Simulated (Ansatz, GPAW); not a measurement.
# Work function of a 9-layer slab of Ta(100) at several levels

Wanted: work functions and dipole of a 9-layer slab of Ta(100), with the cost of each level.

Main program and level: GPAW 26.7.0 and Ansatz 0.2.0; Ansatz plane waves; slab in vacuum with a dipole correction, relaxation, in the first sound run; inputs show where later runs differ.

## (1) The starting structure

The cell holds 9 atoms: 9 Ta. Its edges and angles: a = 3.310 Å, b = 3.310 Å, c = 27.240 Å, α = 90.0°, β = 90.0°, γ = 90.0°. Vacuum lies along c.

As a file:

```cif
data_structure
_symmetry_space_group_name_H-M 'P 1'
_symmetry_Int_Tables_number 1
_cell_length_a 3.3100
_cell_length_b 3.3100
_cell_length_c 27.2400
_cell_angle_alpha 90.000
_cell_angle_beta 90.000
_cell_angle_gamma 90.000
_cell_volume 298.44
loop_
_atom_site_label
_atom_site_type_symbol
_atom_site_fract_x
_atom_site_fract_y
_atom_site_fract_z
_atom_site_occupancy
Ta1 Ta 0.00000 0.00000 0.25698 1
Ta2 Ta 0.50000 0.50000 0.31773 1
Ta3 Ta 0.00000 0.00000 0.37849 1
Ta4 Ta 0.50000 0.50000 0.43924 1
Ta5 Ta 0.00000 0.00000 0.50000 1
Ta6 Ta 0.50000 0.50000 0.56076 1
Ta7 Ta 0.00000 0.00000 0.62151 1
Ta8 Ta 0.50000 0.50000 0.68227 1
Ta9 Ta 0.00000 0.00000 0.74302 1
```

## (2) Relaxation

Forces are removed first; all later runs use this geometry. The lowest 4 atoms are held at bulk positions and keep their forces.

input.yaml reads:

```yaml
crystal:
  lattice:
    - [3.31, 0.0, 0.0]
    - [0.0, 3.31, 0.0]
    - [0.0, 0.0, 27.24]
  atoms:
    - { symbol: Ta, position: [0.0, 0.0, 0.2569750367] }
    - { symbol: Ta, position: [0.5, 0.5, 0.3177312775] }
    - { symbol: Ta, position: [0.0, 0.0, 0.3784875184] }
    - { symbol: Ta, position: [0.5, 0.5, 0.4392437592] }
    - { symbol: Ta, position: [0.0, 0.0, 0.5] }
    - { symbol: Ta, position: [0.5, 0.5, 0.5607562408] }
    - { symbol: Ta, position: [0.0, 0.0, 0.6215124816] }
    - { symbol: Ta, position: [0.5, 0.5, 0.6822687225] }
    - { symbol: Ta, position: [0.0, 0.0, 0.7430249633] }
kpoints:
  mp_grid: { grid: [10, 10, 1] }
hamiltonian:
  xc: pbe
scf:
  occupations: { method: fermi_dirac, width: 0.1 }
efield:
  axis: 3
  dipole_correction: true
  ramp_width: 0.05
relax:
  f_tol: 0.02
  max_steps: 60
  constraints: [{ sites: [0, 1, 2, 3] }]
output:
  write_potential: true
  write_density: true
  volumetric_format: npy
```

On the command line:

```bash
$ ansatz run input.yaml --threads 4 --pin off --max-ram 8192MiB --backend cpu --events-out ev --progress --plain --runs-dir out
```

Numbers of over 12 decimals in the logs are rounded to 6 here.

The log of the run:

```text
Engine: ansatz 0.2.0, aarch64-unknown-linux-gnu
Pseudopotentials: kind: paw
Pseudopotential: Ta, paw, valence charge 13, recommended cutoff 420 eV (normal), Ta.paw.azcp
Functional definition: PBE
  parameter kappa = 0.804
  parameter beta = 0.066725
  exchange = pbe_x(kappa = kappa, mu = beta*pi^2/3)
  correlation = pbe_c(beta = beta)
Crystal: 9 atoms, lattice volume = 298.444 Å³
Basis set: ecut = 420 eV, 5899 PW (Γ), exchange–correlation on 48×48×384 points (8 copies of the dense FFT grid, shifted against one another)
Bands: 71, of which v1, the nominal top of the filled ones, is band 59 counted from 1 (58 counted from 0)
Symmetry: 8 space group operations
k-points: 21 of 100
Non-local potential: Ta, projectors of the file, l = 0: 3, l = 1: 2, l = 2: 2, l = 3: 1
PAW form: soft (Blöchl's): semilocal exchange-correlation on the pseudo side does not see the compensation charge
PAW one-centre angular grid: Ta, 590 points (default); XC on 64 Gauss nodes
Initial density: superposition of atomic densities (neutral atoms: chi_scale 0, normalization atom), corrected by the library's trained network
Initial wavefunctions: pseudopotential atomic-orbital guess
Functional: x = pbe(κ = 0.804, μ = 0.219515), c = pbe(β = 0.066725)
SCF iter   1: F=—  HF=-89386.941561 eV  |F-HF|=—  |Δ(HF+E_count)|=         —  Δρ=1.09e-2  dr2=1.42e1  ethr=1.77e-3  p=-0.000 e·Å  D=-2.88e-14 V/Å  ΔV_dip=0.00 eV  dr2_dipole=3.53e-7  V_vac-E_F(+/−)=4.36/4.36 eV  ⟨swp⟩=8.6  Hψ=6924  notcnv=0
efield: sawtooth ramp at fractional position 0.9750 (placed from the atoms, in the widest stretch of the axis that holds none; the zero of the levels goes with the place), width 0.0500; the density the first Hamiltonian is built on has a dipole p = -0.000 e·Å; the dipole correction subtracts the counter field D = -2.88e-14 V/Å, which shifts the + side's vacuum level by +0.00 eV against the − side's; the planar-averaged density in the ramp window peaks in size at 8.5e-5 e/Å³
preconditioner: auto → LDOS  [metal: Δε(μ)=0.026 eV  Ē_g=3.781 eV  σ=0.100 eV  W_gap=0.06  n_scr=64 (ndim 8)  ℏωp=14.4 eV  f_vac=0.382  D(μ)=9.21/eV (n_scr^D=72)  β→1.0]
SCF iter   2: F=—  HF=-89386.737940 eV  |F-HF|=—  |Δ(HF+E_count)|=   2.04e-1  Δρ=4.83e-3  dr2=1.07e0  ethr=1.77e-3  p=0.000 e·Å  D=6.46e-5 V/Å  ΔV_dip=-0.00 eV  dr2_dipole=7.14e-7  V_vac-E_F(+/−)=3.85/3.85 eV  ⟨swp⟩=3.8  Hψ=2145  notcnv=0  defer=1
SCF iter   3: F=—  HF=-89386.708946 eV  |F-HF|=—  |Δ(HF+E_count)|=   2.90e-2  Δρ=1.01e-3  dr2=4.39e-2  ethr=9.15e-4  p=0.000 e·Å  D=1.22e-5 V/Å  ΔV_dip=-0.00 eV  dr2_dipole=4.13e-9  V_vac-E_F(+/−)=3.99/3.99 eV  ⟨swp⟩=2.3  Hψ=1678  notcnv=0  defer=1
SCF iter   4: F=—  HF=-89386.709089 eV  |F-HF|=—  |Δ(HF+E_count)|=   1.42e-4  Δρ=2.43e-4  dr2=4.03e-4  ethr=3.75e-5  p=0.000 e·Å  D=9.14e-6 V/Å  ΔV_dip=-0.00 eV  dr2_dipole=6.16e-9  V_vac-E_F(+/−)=3.97/3.97 eV  ⟨swp⟩=1.8  Hψ=1683  notcnv=0
SCF iter   5: F=—  HF=-89386.709447 eV  |F-HF|=—  |Δ(HF+E_count)|=   3.58e-4  Δρ=1.09e-4  dr2=1.93e-4  ethr=3.45e-7  p=0.000 e·Å  D=3.01e-6 V/Å  ΔV_dip=-0.00 eV  dr2_dipole=1.82e-11  V_vac-E_F(+/−)=3.98/3.98 eV  ⟨swp⟩=3.4  Hψ=2933  notcnv=0
SCF iter   6: F=—  HF=-89386.709457 eV  |F-HF|=—  |Δ(HF+E_count)|=   1.01e-5  Δρ=5.42e-5  dr2=6.41e-5  ethr=1.65e-7  p=0.000 e·Å  D=2.05e-6 V/Å  ΔV_dip=-0.00 eV  dr2_dipole=2.59e-10  V_vac-E_F(+/−)=3.99/3.99 eV  ⟨swp⟩=2.4  Hψ=2147  notcnv=0
SCF iter   7: F=-89386.709456 eV  HF=-89386.709456 eV  |F-HF|=8.72e-7  |Δ(HF+E_count)|=   3.23e-7  Δρ=1.24e-5  dr2=1.78e-6  ethr=8.55e-9  p=0.000 e·Å  D=6.29e-7 V/Å  ΔV_dip=-0.00 eV  dr2_dipole=8.56e-13  V_vac-E_F(+/−)=3.99/3.99 eV  ⟨swp⟩=12.3  Hψ=13926  notcnv=0
WARN: efield: at this solve's end the planar-averaged density reaches 1.01e-5 e/Å³ inside the ramp window [0.9383, 0.0617] (bound 1e-5 e/Å³); the window's nearer edge stands 5.32 Å from this solve's nearest atom along the axis. Its work functions, free energy, forces, stress, dipole, levels and responses can be off, and this figure does not tell by how much. A short vacuum, a low `basis.ecutwfc` or `basis.ecutrho_ratio` and negative occupations (`scf.occupations.method`) can put density there. See the manual's quickstart, § The vacuum guard
SCF 1 converged in 7 iterations: F = -89386.709456 eV  dr2 = 1.78e-6
  greatest PAW one-centre occupation: 0.999 electrons in one spin orbital (limit 2), on the Ta atom at site 4 (counted from 0), in its partial waves of l = 0
relax step   1: F+E_penalty+E_count = -89386.70945557 eV  Δ(F+E_penalty+E_count) = +0.000e0 eV  max|allowed force component| = 1.269e0 eV/Å  Δτ_max = 0.0000 Å  (7 SCF iters, dr2 threshold 1.00e-5 eV, accepted)
Initial density: handed on by an earlier stage of this run
Initial wavefunctions: those handed on with the density
SCF iter   1: F=—  HF=-89387.142868 eV  |F-HF|=—  |Δ(HF+E_count)|=         —  Δρ=1.69e-2  dr2=9.44e0  ethr=3.10e-3  p=0.000 e·Å  D=4.79e-7 V/Å  ΔV_dip=-0.00 eV  dr2_dipole=1.23e0  V_vac-E_F(+/−)=4.00/4.00 eV  ⟨swp⟩=7.3  Hψ=4006  notcnv=0
efield: sawtooth ramp at fractional position 0.9750 (handed on by an earlier solve), width 0.0500; the density the first Hamiltonian is built on has a dipole p = 0.000 e·Å; the dipole correction subtracts the counter field D = 4.79e-7 V/Å, which shifts the + side's vacuum level by -0.00 eV against the − side's; the planar-averaged density in the ramp window peaks in size at 1.0e-5 e/Å³
preconditioner: auto → LDOS  [metal: Δε(μ)=0.032 eV  Ē_g=3.801 eV  σ=0.100 eV  W_gap=0.08  n_scr=64 (ndim 8)  ℏωp=14.4 eV  f_vac=0.388  D(μ)=9.57/eV (n_scr^D=72)  β→1.0]
SCF iter   2: F=—  HF=-89386.753336 eV  |F-HF|=—  |Δ(HF+E_count)|=   3.90e-1  Δρ=6.80e-3  dr2=3.07e-1  ethr=3.10e-3  p=0.015 e·Å  D=9.19e-3 V/Å  ΔV_dip=-0.25 eV  dr2_dipole=9.68e-8  V_vac-E_F(+/−)=3.75/4.00 eV  ⟨swp⟩=4.1  Hψ=2471  notcnv=0
SCF iter   3: F=—  HF=-89386.720842 eV  |F-HF|=—  |Δ(HF+E_count)|=   3.25e-2  Δρ=2.26e-3  dr2=8.57e-2  ethr=2.62e-4  p=0.011 e·Å  D=6.42e-3 V/Å  ΔV_dip=-0.17 eV  dr2_dipole=1.65e-2  V_vac-E_F(+/−)=3.82/4.00 eV  ⟨swp⟩=3.2  Hψ=2896  notcnv=0
SCF iter   4: F=—  HF=-89386.713331 eV  |F-HF|=—  |Δ(HF+E_count)|=   7.51e-3  Δρ=5.15e-4  dr2=7.22e-3  ethr=7.32e-5  p=0.015 e·Å  D=8.98e-3 V/Å  ΔV_dip=-0.24 eV  dr2_dipole=2.40e-3  V_vac-E_F(+/−)=3.75/3.99 eV  ⟨swp⟩=2.0  Hψ=2251  notcnv=0
SCF iter   5: F=—  HF=-89386.713110 eV  |F-HF|=—  |Δ(HF+E_count)|=   2.22e-4  Δρ=1.11e-4  dr2=1.93e-4  ethr=6.17e-6  p=0.017 e·Å  D=1.01e-2 V/Å  ΔV_dip=-0.27 eV  dr2_dipole=8.35e-5  V_vac-E_F(+/−)=3.72/3.99 eV  ⟨swp⟩=2.0  Hψ=1753  notcnv=0
[...]
WARN: efield: at this solve's end the planar-averaged density reaches 1.21e-5 e/Å³ inside the ramp window [0.9383, 0.0617] (bound 1e-5 e/Å³); the window's nearer edge stands 5.32 Å from this solve's nearest atom along the axis. Its work functions, free energy, forces, stress, dipole, levels and responses can be off, and this figure does not tell by how much. A short vacuum, a low `basis.ecutwfc` or `basis.ecutrho_ratio` and negative occupations (`scf.occupations.method`) can put density there. See the manual's quickstart, § The vacuum guard
SCF 3 converged in 5 iterations: F = -89386.852646 eV  dr2 = 6.35e-5
relax step   3: F+E_penalty+E_count = -89386.85264630 eV  Δ(F+E_penalty+E_count) = -1.395e-1 eV  max|allowed force component| = 1.410e-1 eV/Å  Δτ_max = 0.1075 Å  (5 SCF iters, dr2 threshold 1.00e-4 eV, accepted)
[...]
relax step   4: F+E_penalty+E_count = -89386.85400029 eV  Δ(F+E_penalty+E_count) = -1.354e-3 eV  max|allowed force component| = 4.165e-2 eV/Å  Δτ_max = 0.0170 Å  (6 SCF iters, dr2 threshold 1.24e-6 eV, accepted)
SCF iter   1: F=—  HF=-89386.854288 eV  |F-HF|=—  |Δ(HF+E_count)|=         —  Δρ=5.51e-4  dr2=1.30e-2  ethr=1.60e-4  p=0.011 e·Å  D=6.91e-3 V/Å  ΔV_dip=-0.19 eV  dr2_dipole=6.60e-4  V_vac-E_F(+/−)=3.81/3.99 eV  ⟨swp⟩=1.8  Hψ=1929  notcnv=0
efield: sawtooth ramp at fractional position 0.9750 (handed on by an earlier solve), width 0.0500; the density the first Hamiltonian is built on has a dipole p = 0.011 e·Å; the dipole correction subtracts the counter field D = 6.91e-3 V/Å, which shifts the + side's vacuum level by -0.19 eV against the − side's; the planar-averaged density in the ramp window peaks in size at 1.2e-5 e/Å³
preconditioner: auto → LDOS  [metal: Δε(μ)=0.006 eV  Ē_g=3.757 eV  σ=0.100 eV  W_gap=0.02  n_scr=64 (ndim 8)  ℏωp=14.4 eV  f_vac=0.385  D(μ)=9.49/eV (n_scr^D=72)  β→1.0]
SCF iter   2: F=—  HF=-89386.854038 eV  |F-HF|=—  |Δ(HF+E_count)|=   2.50e-4  Δρ=2.72e-4  dr2=1.98e-3  ethr=1.11e-5  p=0.012 e·Å  D=7.35e-3 V/Å  ΔV_dip=-0.20 eV  dr2_dipole=3.74e-4  V_vac-E_F(+/−)=3.79/3.99 eV  ⟨swp⟩=1.3  Hψ=1728  notcnv=0
SCF iter   3: F=—  HF=-89386.853957 eV  |F-HF|=—  |Δ(HF+E_count)|=   8.07e-5  Δρ=8.91e-5  dr2=2.18e-4  ethr=1.69e-6  p=0.012 e·Å  D=7.05e-3 V/Å  ΔV_dip=-0.19 eV  dr2_dipole=8.99e-9  V_vac-E_F(+/−)=3.80/3.99 eV  ⟨swp⟩=2.0  Hψ=1837  notcnv=0
SCF iter   4: F=—  HF=-89386.853945 eV  |F-HF|=—  |Δ(HF+E_count)|=   1.17e-5  Δρ=1.59e-5  dr2=5.27e-6  ethr=1.87e-7  p=0.012 e·Å  D=7.07e-3 V/Å  ΔV_dip=-0.19 eV  dr2_dipole=1.43e-6  V_vac-E_F(+/−)=3.80/3.99 eV  ⟨swp⟩=2.0  Hψ=2119  notcnv=0
SCF iter   5: F=—  HF=-89386.854284 eV  |F-HF|=—  |Δ(HF+E_count)|=   3.38e-4  Δρ=5.07e-6  dr2=3.49e-7  ethr=4.50e-9  p=0.012 e·Å  D=7.07e-3 V/Å  ΔV_dip=-0.19 eV  dr2_dipole=2.75e-8  V_vac-E_F(+/−)=3.80/3.99 eV  ⟨swp⟩=2.1  Hψ=2396  notcnv=0
SCF iter   6: F=-89386.854284 eV  HF=-89386.854284 eV  |F-HF|=1.35e-9  |Δ(HF+E_count)|=   7.10e-9  Δρ=1.29e-6  dr2=1.35e-8  ethr=8.55e-11  p=0.012 e·Å  D=7.06e-3 V/Å  ΔV_dip=-0.19 eV  dr2_dipole=1.59e-12  V_vac-E_F(+/−)=3.80/3.99 eV  ⟨swp⟩=11.5  Hψ=11601  notcnv=0
WARN: efield: at this solve's end the planar-averaged density reaches 1.16e-5 e/Å³ inside the ramp window [0.9383, 0.0617] (bound 1e-5 e/Å³); the window's nearer edge stands 5.32 Å from this solve's nearest atom along the axis. Its work functions, free energy, forces, stress, dipole, levels and responses can be off, and this figure does not tell by how much. A short vacuum, a low `basis.ecutwfc` or `basis.ecutrho_ratio` and negative occupations (`scf.occupations.method`) can put density there. See the manual's quickstart, § The vacuum guard
SCF 5 converged in 6 iterations: F = -89386.854284 eV  dr2 = 1.35e-8
relax step   5: F+E_penalty+E_count = -89386.85428377 eV  Δ(F+E_penalty+E_count) = -2.835e-4 eV  max|allowed force component| = 7.276e-4 eV/Å  Δτ_max = 0.0073 Å  (6 SCF iters, accepted)
NSCF: frozen V_eff on 21 k-points
the band table was solved once a step of the walk had ended and its energy, with any forces and stress, was formed, with the checks that follow a solve (7218 applications of the Hamiltonian). They found nothing against the state; the energy, forces and stress were not computed again (output.eigenvalues in the input reference)
WARN: The output density's exchange-correlation potential varies sharply where the density is thin. Do not read a vacuum level from v_tot or v_xc, or from such a field of the output density. On a cell that repeats whose density bears no net charge and no dipole along the vacuum's axis use v_es (v_loc + v_h of the components); under efield.dipole_correction with no amplitude use v_es + v_field, which holds any externa [...]
SCF converged after 6 iterations
Free energy (F): -89386.854284 eV
Harris-Foulkes:  -89386.854284 eV  (|F-HF|=1.35e-9)
Internal energy: -89386.537221 eV  (E = F + TS)
E sigma→0 (E₀):  -89386.695752 eV
Entropy (-TS):   -0.317063 eV (-35.229 meV/atom)
Fermi energy:    8.574948 eV
Dipole field:    D = 0.007059 V/Å  (p = 0.011642 e·Å, saw-weighted, corrected)
Work function:   Φ+ = 3.8021 eV   Φ− = 3.9944 eV
Levels:          The Fermi level and band energies are counted from a zero that moves with the ramp; work functions are not
Vacuum region:   at the solve's end the planar-averaged density reaches 1.16e-5 e/Å³ inside the ramp window [0.9383, 0.0617] (bound 1e-5 e/Å³)
--- Per-component energies (eV) ---
  E_band       = -2130.689254
  E_kinetic    = 3282.842831
  E_local      = -111490.706615  (includes V_loc(G=0)·N_el)
  E_nonlocal   = 133.055212
  E_hartree    = 54393.591178
  E_xc         = -1960.045561
  E_vxc        = -1828.254630  (∫ρ·V_xc dr)
  E_paw        = -75568.475833  (= ΣΔE_a)
  E_vpaw       = -1014.834015  (= ΣTr[D̂ρ^β])
  E_aug_tail   = 0.001260  (compensation charges beyond the density's cutoff)
  E_efield     = 0.000041  (sawtooth field / dipole correction)
  E_vefield    = 0.000308  (∫n·V_field dr)
  E_ewald      = 41823.200265
  E_smearing   = -0.317063  (= −TS)
  E_closure    = -0.000000  (closes the sum)
  Σ components = -89386.854284   (vs F -89386.854284, Δ=0.00e0)
--- Forces (eV/Å), atoms counted from 1 ---
  atom   1  Ta     0.00000000     0.00000000     1.26994667
  atom   2  Ta    -0.00000000     0.00000000    -1.18341680
  atom   3  Ta     0.00000000     0.00000000    -0.42293059
  atom   4  Ta     0.00000000     0.00000000     0.33637281
  atom   5  Ta    -0.00000000     0.00000000     0.00015685
  atom   6  Ta     0.00000000     0.00000000     0.00068966
  atom   7  Ta    -0.00000000     0.00000000    -0.00071429
  atom   8  Ta    -0.00000000     0.00000000     0.00060479
  atom   9  Ta    -0.00000000     0.00000000    -0.00072764
  max |Σ_I F_I| component: 1.85e-5 eV/Å
--- Band table (eV; the first three rows and the last of 21) ---
  k-point 0: bands = [... 55 lower, 9.1685, 9.1819, 9.1819, 9.2512, 9.2512, 9.3614, 9.3614, 9.4461, ... 8 higher]
  k-point 1: bands = [... 55 lower, 8.9006, 8.9336, 8.9733, 9.1506, 9.2916, 9.2972, 9.3730, 9.5235, ... 8 higher]
  k-point 2: bands = [... 55 lower, 8.4544, 8.4790, 8.7757, 8.8339, 9.0585, 9.0700, 9.6192, 9.6688, ... 8 higher]
  k-point 20: bands = [... 55 lower, 7.9046, 7.9046, 8.6620, 8.6620, 9.5557, 9.5557, 10.7714, 10.7714, ... 8 higher]
--- Relaxed structure (5 steps of the walk, 5 accepted, 0 SCFs on fresh bases) ---
  F+E_penalty+E_count = -89386.85428377 eV   max|allowed force component| = 7.276e-4 eV/Å
  atoms:
    - { symbol: Ta, position: [0.0, 0.0, 0.2569750367] }
    - { symbol: Ta, position: [0.5, 0.5, 0.317731] }
    - { symbol: Ta, position: [0.0, 0.0, 0.3784875184] }
    - { symbol: Ta, position: [0.5, 0.5, 0.4392437592] }
    - { symbol: Ta, position: [0, 0.0, 0.500435] }
    - { symbol: Ta, position: [0.5, 0.5, 0.560823] }
    - { symbol: Ta, position: [0, 0.0, 0.623578] }
    - { symbol: Ta, position: [0.5, 0.5, 0.684553] }
    - { symbol: Ta, position: [0, 0.0, 0.738084] }
```

Run time: 40 s. Hardware: 4 threads of Arm Neoverse V2, shared host; peak memory 0.87 GiB.

The steps of the relaxation:

```
step  energy less that of the first step (eV)  largest force component (eV/Å)
   1                                   0.0000                          1.2690
   2                                  -0.0036                          1.6343
   3                                  -0.1432                          0.1410
   4                                  -0.1445                          0.0417
   5                                  -0.1448                          0.0007
```

The run keeps the 8 symmetry operations that it works with, so distortions that break them were not tested.

The atoms that moved most (Å):

```csv
atom,dx,dy,dz,length
Ta9,0.000,0.000,-0.135,0.135
Ta8,0.000,0.000,0.062,0.062
Ta7,0.000,0.000,0.056,0.056
Ta5,0.000,0.000,0.012,0.012
```

This step gave:

```yaml
free_energy: -89386.8543 eV
smearing_term_ts: 0.3171 eV
symmetry_operations: 8
upper_work_function: 3.802 eV
lower_work_function: 3.994 eV
dipole_along_the_normal: 0.01164 e·Å
dipole_field: 0.007059 V/Å
vacuum_level_above: 12.38 eV
vacuum_level_below: 12.57 eV
```

The electrostatic potential energy of an electron (with the applied field's), less the Fermi level, planar mean oscillates, so the rows of the table below give means over windows of 1.7 Å about each position, cut where the curve ends. Its maxima inside the range that stand out by 2 % of the span (Å: eV): 7.8: -7.21, 9.5: -7.15, 11.2: -7.17, 12.8: -6.88, 14.5: -7.15, 16.2: -6.43, 17.9: -7.13, 19.3: -10.0. Its minima: 7.0: -13.5, 8.7: -13.2, 10.4: -13.1, 11.9: -13.0, 13.6: -13.0, 15.3: -13.0, 17.0: -13.2, 18.7: -13.3, 20.0: -13.7.

Table of electrostatic potential energy of an electron (with the applied field's), less the Fermi level, planar mean by z; means over each step:

```
z (Å)  electrostatic potential energy of an electron (with the applied field's), less the Fermi level, planar mean (eV)
 0.85                                                                                                              3.97
 2.55                                                                                                              3.99
 4.25                                                                                                              3.78
 5.95                                                                                                             -2.18
 7.65                                                                                                             -10.3
 9.35                                                                                                             -10.1
11.05                                                                                                             -10.1
12.75                                                                                                             -9.92
14.45                                                                                                             -10.1
16.15                                                                                                             -9.62
17.85                                                                                                             -10.1
19.55                                                                                                             -11.9
21.25                                                                                                             -1.32
22.95                                                                                                              3.64
24.65                                                                                                              3.80
26.35                                                                                                              3.81
```

The valence density, planar mean oscillates, so the rows of the table below give means over windows of 1.7 Å about each position, cut where the curve ends. Its maxima inside the range that stand out by 2 % of the span (Å: e/Å³): 7.1: 0.897, 8.7: 0.916, 10.4: 0.918, 11.9: 0.918, 13.6: 0.920, 15.3: 0.915, 17.0: 0.915, 18.7: 0.940, 20.0: 0.921. Its minima: 7.8: 0.455, 9.5: 0.446, 11.2: 0.456, 12.8: 0.437, 14.5: 0.452, 16.2: 0.411, 17.9: 0.450, 19.4: 0.620.

The valence density, planar mean by z; means over each step:

```csv
z (Å),"valence density, planar mean (e/Å³)"
0.85,4.0e-6
2.55,1.5e-4
4.25,0.00510
5.95,0.243
7.65,0.717
9.35,0.721
11.05,0.722
12.75,0.716
14.45,0.726
16.15,0.695
17.85,0.723
19.55,0.809
21.25,0.201
22.95,0.00389
24.65,1.1e-4
26.35,3.3e-6
```

The relaxation lowered the energy of the cell by 0.145 eV.

[end of part 1 of 3]

[Logs are printed without paths, hosts, clocks, repeated set-up lines and the standing remarks that a program may print on its own settings, such as how far it seeks lower states.]

[Hosts, paths, dates, database ids (printed as entryN), source tags and the programs' standing remarks are cut or masked in the printed files.]
